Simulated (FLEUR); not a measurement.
# Anisotropy of Fe3RhN with FLEUR

Wanted: anisotropy for Fe3RhN, with the cost of each step.

Calculated with FLEUR MaX-R8.1; LDA (VWN); all-electron FLAPW, Dirac cores, scalar-relativistic bands.

## (1) The starting structure

The structure is cubic, space group Pm-3m (No. 221). The conventional cell has a = 3.839 Å, b = 3.839 Å, c = 3.839 Å, α = 90.00°, β = 90.00°, γ = 90.00°. Nearest to Fe lie 2 N at 1.92 Å. Rh has 12 Fe at 2.71 Å nearest. Nearest to N lie 6 Fe at 1.92 Å. Farther neighbours and most contacts between anions are not listed.

Coordinates:

```xyz
5
Lattice="3.8394 0.0000 0.0000 0.0000 3.8394 0.0000 0.0000 0.0000 3.8394" Properties=species:S:1:pos:R:3 pbc="T T T"
Fe    0.0000    1.9197    1.9197
Fe    1.9197    1.9197    0.0000
Fe    1.9197    0.0000    1.9197
Rh    0.0000    0.0000    0.0000
N     1.9197    1.9197    1.9197
```

The cell comes from a database of computed structures and need not be the stable phase.

## (2) Self-consistent state

The force theorems are single passes in this state's potential, so it has to be converged first.

No symmetry is used, so that later steps may turn the spins freely; k and −k are joined. inpgen writes inp.xml from crystal.txt; cutoffs, mixing, functional, smearing and local orbitals are then set in the file. The k list scf (kpts.xml, not shown) is a Γ-centred 6×6×6 mesh; where the ranks do not divide the number of points, some are split in two of half the weight.

Input file inp.xml:

```
<?xml version="1.0" encoding="UTF-8" standalone="no"?>
<fleurInput fleurInputVersion="0.39">
   <comment>
      Fe3RhN
   </comment>
   <calculationSetup>
      <cutoffs Kmax="4.4" Gmax="13.2" GmaxXC="13.2" numbands="0"/>
      <scfLoop itmax="90" minDistance="0.00002" maxIterBroyd="15" imix="Anderson" alpha="0.05" precondParam="0.0" spinf="2.0" sdNocoIR="T"/>
      <coreElectrons ctail="F" frcor="F" kcrel="0" coretail_lmax="0"/>
      <xcFunctional name="vwn" relativisticCorrections="F"/>
      <magnetism jspins="2" l_noco="F" l_ss="F">
         <qss>0.0 0.0 0.0</qss>
         <mtNocoParams l_mperp="F" l_mtNocoPot="F" l_relaxSQA="F" mag_mixing_scheme="0" mix_RelaxWeightOffD="1.0" l_constrained="F" mix_constr="1.0"/>
         <sourceFreeMag l_sourceFree="F" l_scaleMag="F" mag_scale="1.0"/>
      </magnetism>
      <soc l_soc="F" theta="0.0" phi="0.0" spav="F"/>
      <expertModes spex="0" secvar="F"/>
      <geometryOptimization l_f="F" forcealpha="1.0" forcemix="BFGS" epsdisp="0.00001" epsforce="0.00001"/>
      <ldaU l_linMix="F" mixParam="0.05" spinf="1.0"/>
   </calculationSetup>
   <cell>
      <bzIntegration valenceElectrons="68.0" mode="hist" fermiSmearingEnergy="0.0055124">
         <kPointListSelection listName="scf"/>
         <xi:include xmlns:xi="http://www.w3.org/2001/XInclude" href="kpts.xml"> </xi:include>
      </bzIntegration>
      <xi:include xmlns:xi="http://www.w3.org/2001/XInclude" href="sym.xml"> </xi:include>
      <bulkLattice scale="1.0">
         <bravaisMatrix>
            <row-1>    7.2554821412205959     0.0000000000000000     0.0000000000000000</row-1>
            <row-2>    0.0000000000000000     7.2554821412205959     0.0000000000000000</row-2>
            <row-3>    0.0000000000000000     0.0000000000000000     7.2554821412205959</row-3>
         </bravaisMatrix>
      </bulkLattice>
   </cell>
   <atomSpecies>
      <species name="Iron (Fe) 2.800" element="Fe" atomicNumber="26">
         <mtSphere radius="2.26" gridPoints="747" logIncrement="0.016"/>
         <atomicCutoffs lmax="8" lnonsphr="6"/>
         <electronConfig flipSpins="F">
            <coreConfig>(1s1/2) (2s1/2) (2p1/2) (2p3/2)</coreConfig>
            <valenceConfig>(3s1/2) (3p1/2) (3p3/2) (4s1/2) (3d3/2) (3d5/2)</valenceConfig>
            <stateOccupation state="(3d3/2)" spinUp="1.4" spinDown="1.0"/>
            <stateOccupation state="(3d5/2)" spinUp="3.0" spinDown="0.6"/>
         </electronConfig>
         <energyParameters s="4" p="4" d="3" f="4"/>
         <lo type="SCLO" l="0" n="3" eDeriv="0"/>
         <lo type="SCLO" l="1" n="3" eDeriv="0"/>
      </species>
      <species name="Rhodium (Rh)" element="Rh" atomicNumber="45">
         <mtSphere radius="2.74" gridPoints="905" logIncrement="0.014"/>
         <atomicCutoffs lmax="10" lnonsphr="8"/>
         <electronConfig flipSpins="F">
            <coreConfig>(1s1/2) (2s1/2) (2p1/2) (2p3/2) (3s1/2) (3p1/2) (3p3/2) (4s1/2) (3d3/2) (3d5/2)</coreConfig>
            <valenceConfig>(4p1/2) (4p3/2) (5s1/2) (4d3/2) (4d5/2)</valenceConfig>
            <stateOccupation state="(5s1/2)" spinUp="0.500000" spinDown="0.500000"/>
            <stateOccupation state="(4d3/2)" spinUp="1.600000" spinDown="1.600000"/>
            <stateOccupation state="(4d5/2)" spinUp="2.400000" spinDown="2.400000"/>
         </electronConfig>
         <energyParameters s="5" p="5" d="4" f="4"/>
         <lo type="SCLO" l="1" n="4" eDeriv="0"/>
      </species>
      <species name="Nitrogen (N)" element="N" atomicNumber="7">
         <mtSphere radius="1.28" gridPoints="423" logIncrement="0.024"/>
         <atomicCutoffs lmax="6" lnonsphr="4"/>
         <electronConfig flipSpins="F">
            <coreConfig>(1s1/2)</coreConfig>
            <valenceConfig>(2s1/2) (2p1/2) (2p3/2)</valenceConfig>
            <stateOccupation state="(2p1/2)" spinUp="0.500000" spinDown="0.500000"/>
            <stateOccupation state="(2p3/2)" spinUp="1.000000" spinDown="1.000000"/>
         </electronConfig>
         <energyParameters s="2" p="2" d="3" f="4"/>
      </species>
   </atomSpecies>
   <atomGroups>
      <atomGroup species="Iron (Fe) 2.800">
         <relPos label="                   1">.0000000000 1.000/2.000 1.000/2.000</relPos>
         <force calculate="T" relaxXYZ="TTT"/>
         <nocoParams  alpha="0.0" beta="0.0"/>
      </atomGroup>
      <atomGroup species="Iron (Fe) 2.800">
         <relPos label="                   2">1.000/2.000 1.000/2.000 .0000000000</relPos>
         <force calculate="T" relaxXYZ="TTT"/>
         <nocoParams  alpha="0.0" beta="0.0"/>
      </atomGroup>
      <atomGroup species="Iron (Fe) 2.800">
         <relPos label="                   3">1.000/2.000 .0000000000 1.000/2.000</relPos>
         <force calculate="T" relaxXYZ="TTT"/>
         <nocoParams  alpha="0.0" beta="0.0"/>
      </atomGroup>
      <atomGroup species="Rhodium (Rh)">
         <relPos label="                   4">.0000000000 .0000000000 .0000000000</relPos>
         <force calculate="T" relaxXYZ="TTT"/>
         <nocoParams  alpha="0.0" beta="0.0"/>
      </atomGroup>
      <atomGroup species="Nitrogen (N)">
         <relPos label="                   5">1.000/2.000 1.000/2.000 1.000/2.000</relPos>
         <force calculate="T" relaxXYZ="TTT"/>
         <nocoParams  alpha="0.0" beta="0.0"/>
      </atomGroup>
   </atomGroups>
   <output dos="F" band="F" slice="F">
      <bandDOS minEnergy="-.5*Htr" maxEnergy="0.5*Htr" sigma="0.015" storeEVData="T"/>
      <plotting iplot="0" polar="F">
         <plot TwoD="T" vec1="  1.0  0.0  0.0" vec2="  0.0  1.0  0.0" vec3="  0.0  0.0  1.0" zero="  0.0  0.0  0.0" file="plot"/>
      </plotting>
      <moessbauerParams electricFieldGradient="F" isomerShift="F" coreHyperfine="F" valenceHyperfine="F"/>
   </output>
</fleurInput>
```

Input file crystal.txt:

```
Fe3RhN
&input film=F cartesian=F /
3.83943580330  0.00000000000  0.00000000000
0.00000000000  3.83943580330  0.00000000000
0.00000000000  0.00000000000  3.83943580330
1.8897261246
1.0 1.0 1.0

5
26 0.00000000000  0.50000000000  0.50000000000 : 2.800
26 0.50000000000  0.50000000000  0.00000000000 : 2.800
26 0.50000000000  0.00000000000  0.50000000000 : 2.800
45 0.00000000000  0.00000000000  0.00000000000
7 0.50000000000  0.50000000000  0.50000000000

&kpt div1=6 div2=6 div3=6 gamma=T /
```

On the command line:

```bash
$ OMP_NUM_THREADS=1 inpgen -f crystal.txt -nosym -noco > inpgen.log  # inp.xml is then edited as shown
$ OMP_NUM_THREADS=1 mpirun -n 4 fleur_MPI > fleur.log
```

What it wrote:

```text
Welcome to FLEUR        (www.flapw.de)
      MaX-Release 8.1          (www.max-centre.eu)

 ========== k-point set info ==========
 Selected k-point list: scf
 k-point list type: mesh
 0 x 0 x 0
 Number of k points: 112

 ------------Calculation Setup---------------------------
 Number of MPI-tasks      :            4
 Number of PE/node        :            4
 Number of OMP-threads    :            1
 k-points in parallel     :            4
 pe's per k-point         :            1
 No of k-point loops      :           28
 Eigenvalue solver        :       lapack
 Number of basis functions:          590
 Approximate size of matrices (H+S) per k-point:         0.010 GB
 --------------------------------------------------------
 Complex matrix made real
 Complex matrix made real
 Iteration:     1   Distance:      46.69036963 me/bohr^3
 Iteration:     2   Distance:      20.80537921 me/bohr^3
 Iteration:     3   Distance:      17.54614351 me/bohr^3
 Iteration:     4   Distance:       8.39897646 me/bohr^3
 Iteration:     5   Distance:       6.87660152 me/bohr^3
 Iteration:     6   Distance:       4.12959719 me/bohr^3
 Iteration:     7   Distance:       2.59291134 me/bohr^3
 Iteration:     8   Distance:       1.74284084 me/bohr^3
 Iteration:     9   Distance:       1.72067667 me/bohr^3
 Iteration:    10   Distance:       0.85942730 me/bohr^3
 Iteration:    11   Distance:       0.79486879 me/bohr^3
 Iteration:    12   Distance:       0.15862308 me/bohr^3
 Iteration:    13   Distance:       0.38734674 me/bohr^3
 Iteration:    14   Distance:       0.06820817 me/bohr^3
 Iteration:    15   Distance:       0.06234914 me/bohr^3
 Iteration:    16   Distance:       0.05437348 me/bohr^3
 Iteration:    17   Distance:       0.04572124 me/bohr^3
 Iteration:    18   Distance:       0.04090442 me/bohr^3
 Iteration:    19   Distance:       0.03090562 me/bohr^3
 Iteration:    20   Distance:       0.01258719 me/bohr^3
 Iteration:    21   Distance:       0.00825529 me/bohr^3
 Iteration:    22   Distance:       0.00428724 me/bohr^3
 Iteration:    23   Distance:       0.00268248 me/bohr^3
 Iteration:    24   Distance:       0.00119640 me/bohr^3
 Iteration:    25   Distance:       0.00175492 me/bohr^3
 Iteration:    26   Distance:       0.00028484 me/bohr^3
 Iteration:    27   Distance:       0.00011673 me/bohr^3
 Iteration:    28   Distance:       0.00010723 me/bohr^3
 Iteration:    29   Distance:       0.00001144 me/bohr^3

 ********************************************************************
 Run finished successfully
 Stop message:
   all done
 ********************************************************************

--- out.xml (last complete iteration) ---
<iteration numberForCurrentRun="   29" overallNumber="   29">
         [... left out ...]
         <bandgap value="0.0000000000" units="eV"/>
         <sumValenceSingleParticleEnergies value="-40.8440881739" units="Htr"/>
         <FermiEnergy value="0.4158179412" units="Htr"/>
         <valenceDensity>
            <mtCharges spin="1">
               <mtCharge atomType="1" total="8.6087066" s="1.1686246" p="3.1908452" d="4.2137353" f="0.0267985"/>
               <mtCharge atomType="2" total="8.6087071" s="1.1686246" p="3.1908452" d="4.2137357" f="0.0267985"/>
               <mtCharge atomType="3" total="8.6087066" s="1.1686246" p="3.1908452" d="4.2137353" f="0.0267985"/>
               <mtCharge atomType="4" total="7.6654447" s="0.2409785" p="3.2315602" d="4.1468394" f="0.0319366"/>
               <mtCharge atomType="5" total="1.4280255" s="0.4680836" p="0.9509970" d="0.0079654" f="0.0008559"/>
            </mtCharges>
            <mtCharges spin="2">
               <mtCharge atomType="1" total="6.2479424" s="1.1589554" p="3.1886487" d="1.8685237" f="0.0235064"/>
               <mtCharge atomType="2" total="6.2479416" s="1.1589554" p="3.1886487" d="1.8685229" f="0.0235064"/>
               <mtCharge atomType="3" total="6.2479424" s="1.1589554" p="3.1886487" d="1.8685237" f="0.0235064"/>
               <mtCharge atomType="4" total="6.9145570" s="0.2758404" p="3.2643322" d="3.3390032" f="0.0262994"/>
               <mtCharge atomType="5" total="1.4187953" s="0.4681467" p="0.9434872" d="0.0065879" f="0.0005197"/>
            </mtCharges>
            <spinDependentCharge spin="1" total="37.9107131" interstitial="2.9911226" mtSpheres="34.9195906"/>
            <spinDependentCharge spin="2" total="30.0892869" interstitial="3.0121082" mtSpheres="27.0771787"/>
            <totalCharge value="68.0000000000"/>
         </valenceDensity>
         [... left out ...]
         <allElectronCharges>
            <spinDependentCharge spin="1" total="68.9107131" interstitial="2.9914564" mtSpheres="65.9192568"/>
            <spinDependentCharge spin="2" total="61.0892869" interstitial="3.0124491" mtSpheres="58.0768378"/>
            <totalCharge value="130.0000000042"/>
         </allElectronCharges>
         <magneticMomentsInMTSpheres units="muBohr">
            <globalMagMoment atomType="1" vec="0.00000   0.00000   2.36076"/>
            <localMagMoment atomType="1" vec="0.00000   0.00000   2.36076"/>
            <globalMagMoment atomType="2" vec="0.00000   0.00000   2.36077"/>
            <localMagMoment atomType="2" vec="0.00000   0.00000   2.36077"/>
            <globalMagMoment atomType="3" vec="0.00000   0.00000   2.36076"/>
            <localMagMoment atomType="3" vec="0.00000   0.00000   2.36076"/>
            <globalMagMoment atomType="4" vec="0.00000   0.00000   0.75089"/>
            <localMagMoment atomType="4" vec="0.00000   0.00000   0.75089"/>
            <globalMagMoment atomType="5" vec="0.00000   0.00000   0.00923"/>
            <localMagMoment atomType="5" vec="0.00000   0.00000   0.00923"/>
         </magneticMomentsInMTSpheres>
         <moessbauerParams unitsHFF="kG" unitsIS="e/bohr^3" unitsEFG="Htr/bohr^2">
         </moessbauerParams>
         <totalEnergy value="    -8646.8939571003" units="Htr">
            <sumOfEigenvalues value="    -5073.2664278518">
               <coreElectrons value="-5032.4223396779"/>
               <valenceElectrons value="-40.8440881739"/>
            </sumOfEigenvalues>
            <densityCoulombPotentialIntegral value="-13571.1295863145"/>
            <densityEffectivePotentialIntegral value="-13970.9628829597"/>
            <chargeDenXCDenIntegral value="-301.8889757224"/>
            <FockExchangeEnergyValence value="0.0000000000"/>
            <FockExchangeEnergyCore value="0.0000000000"/>
            <atomTypeDependentContributions atomType="1">
               <electronNucleiInteractionDifferentMTs value="1518.3512097070"/>
               <MadelungTerm value="-11.4638612689"/>
            </atomTypeDependentContributions>
            <atomTypeDependentContributions atomType="2">
               <electronNucleiInteractionDifferentMTs value="1518.3512093730"/>
               <MadelungTerm value="-11.4638615521"/>
            </atomTypeDependentContributions>
            <atomTypeDependentContributions atomType="3">
               <electronNucleiInteractionDifferentMTs value="1518.3512097042"/>
               <MadelungTerm value="-11.4638612695"/>
            </atomTypeDependentContributions>
            <atomTypeDependentContributions atomType="4">
               <electronNucleiInteractionDifferentMTs value="5787.8500572744"/>
               <MadelungTerm value="-13.9128354003"/>
            </atomTypeDependentContributions>
            <atomTypeDependentContributions atomType="5">
               <electronNucleiInteractionDifferentMTs value="60.0236736731"/>
               <MadelungTerm value="-5.9048641061"/>
            </atomTypeDependentContributions>
            <tkbTimesEntropy value="0.0158654658"/>
            <freeEnergy value="-8646.9098225661"/>
            <extrapolationTo0K value="-8646.9018898332"/>
         </totalEnergy>
         <densityConvergence units="me/bohr^3">
            <chargeDensity spin="1" distance="0.0000070829"/>
            <chargeDensity spin="2" distance="0.0000086574"/>
            <overallChargeDensity distance="0.0000109267"/>
            <spinDensity distance="0.0000114387"/>
         </densityConvergence>
      </iteration>
```

Elapsed: 4.9 min, on 4 MPI ranks of Intel Xeon 6975P-C (Granite Rapids), shared host; peak memory 1.2 GiB; 19 min of CPU time.

Spin moment in the muffin-tin sphere by atom:

```
atom  spin moment in the muffin-tin sphere (μB)
 Fe1                                       2.36
 Fe2                                       2.36
 Fe3                                       2.36
 Rh4                                       0.75
  N5                                       0.01
```

Read from the output:

- free energy: -235294.4030 eV
- program's band gap on this mesh (in a metal only a level spacing): 0 eV
- magnetization: 7.821 μB
- final state: ferromagnetic

After 29 cycles the largest moment stands at 2.36 μB.

## (3) Energy against the direction of the moments

Anisotropy is a small difference, so it is taken from sums over occupied states at a frozen potential, where most errors cancel.

One pass with spin–orbit coupling for each direction, from the saved density. Inversion lets half of the mesh serve, which the program's warning doesn't know. The k list mae (kpts.xml, not shown) is a Γ-centred 9×9×9 mesh.

Edit inp.xml of step 2 so:

```diff
@@ -6,4 +6,4 @@
    <calculationSetup>
-      <cutoffs Kmax="4.4" Gmax="13.2" GmaxXC="13.2" numbands="0"/>
-      <scfLoop itmax="90" minDistance="0.00002" maxIterBroyd="15" imix="Anderson" alpha="0.05" precondParam="0.0" spinf="2.0" sdNocoIR="T"/>
+      <cutoffs Kmax="4.4" Gmax="13.2" GmaxXC="13.2" numbands="188"/>
+      <scfLoop itmax="1" minDistance="0.00002" maxIterBroyd="15" imix="Anderson" alpha="0.05" precondParam="0.0" spinf="2.0" sdNocoIR="T"/>
       <coreElectrons ctail="F" frcor="F" kcrel="0" coretail_lmax="0"/>
@@ -15,3 +15,3 @@
       </magnetism>
-      <soc l_soc="F" theta="0.0" phi="0.0" spav="F"/>
+      <soc l_soc="T" theta="0.0" phi="0.0" spav="F"/>
       <expertModes spex="0" secvar="F"/>
@@ -22,3 +22,3 @@
       <bzIntegration valenceElectrons="68.0" mode="hist" fermiSmearingEnergy="0.0055124">
-         <kPointListSelection listName="scf"/>
+         <kPointListSelection listName="mae"/>
          <xi:include xmlns:xi="http://www.w3.org/2001/XInclude" href="kpts.xml"> </xi:include>
@@ -107,2 +107,5 @@
    </output>
+   <forceTheorem>
+      <MAE theta="0.0 0.9553166 1.5707963" phi="0.0 0.7853982 0.7853982"/>
+   </forceTheorem>
 </fleurInput>
```

On the command line:

```bash
$ OMP_NUM_THREADS=1 mpirun -n 4 fleur_MPI -warn_only > fleur.log
```

What it wrote:

```text
[banner, memory and clock lines left out]
Welcome to FLEUR        (www.flapw.de)
      MaX-Release 8.1          (www.max-centre.eu)
************FLEUR-Warning*****************
Error message: k-point set is not compatible to missing time-reversal symmetry in calculation.
Error occurred in subroutine: gen_bz
Error from PE:0/4
*****************************************

 ========== k-point set info ==========
 Selected k-point list: mae
 k-point list type: mesh
 0 x 0 x 0
 Number of k points: 368

 [... set-up left out ...]
 ********************************************************************
 Run finished successfully
 Stop message:
   Forcetheorem MAE
 ********************************************************************

--- out.xml (force theorem) ---
<Forcetheorem_MAE Angles="3" units="Htr">
            <Angle theta="0.0000000" phi="0.0000000" ev-sum="-40.850541854"/>
            <Angle theta="0.9553166" phi="0.7853982" ev-sum="-40.850541750"/>
            <Angle theta="1.5707963" phi="0.7853982" ev-sum="-40.850541686"/>
         </Forcetheorem_MAE>
```

Elapsed: 3.5 min, on 4 MPI ranks; peak memory 3.1 GiB.

Anisotropy energies, by row:

| axis | x | y | z | band energy less the first axis' (meV a cell) |
| --- | --- | --- | --- | --- |
| [001] | 0 | 0 | 1 | 0 |
| [111] | 0.5774 | 0.5774 | 0.5774 | 0.00283 |
| [110] | 0.7071 | 0.7071 | 0 | 0.004572 |

Indices are those of the standard conventional cell; x, y, z give the same directions in the axes of the input.

## (4) Results

```
reference state                              : ferromagnetic
largest sphere moment                        : 2.36 μB
easy direction of those tried                : not resolved
energy along [111] less [001], force theorem : 0.00283 meV a primitive cell
```

**Reading.** The lowest directions differ by less than these runs resolve; shape anisotropy is not included. The state was typed, and no other order was converged beside it, so it need not be the ground state.

[Logs and program files are shortened in this print: banners, set-up blocks, solver, clock and traceback lines can be left out without a mark of their own.]

[Logs are printed without paths, hosts, clocks, repeated set-up lines and the standing remarks that a program may print on its own settings, such as how far it seeks lower states.]

[Hosts, paths, dates, database ids (printed as entryN), source tags and the programs' standing remarks are cut or masked in the printed files.]

[Where a cell is said to come from a database of computed structures, the database is the Materials Project.]
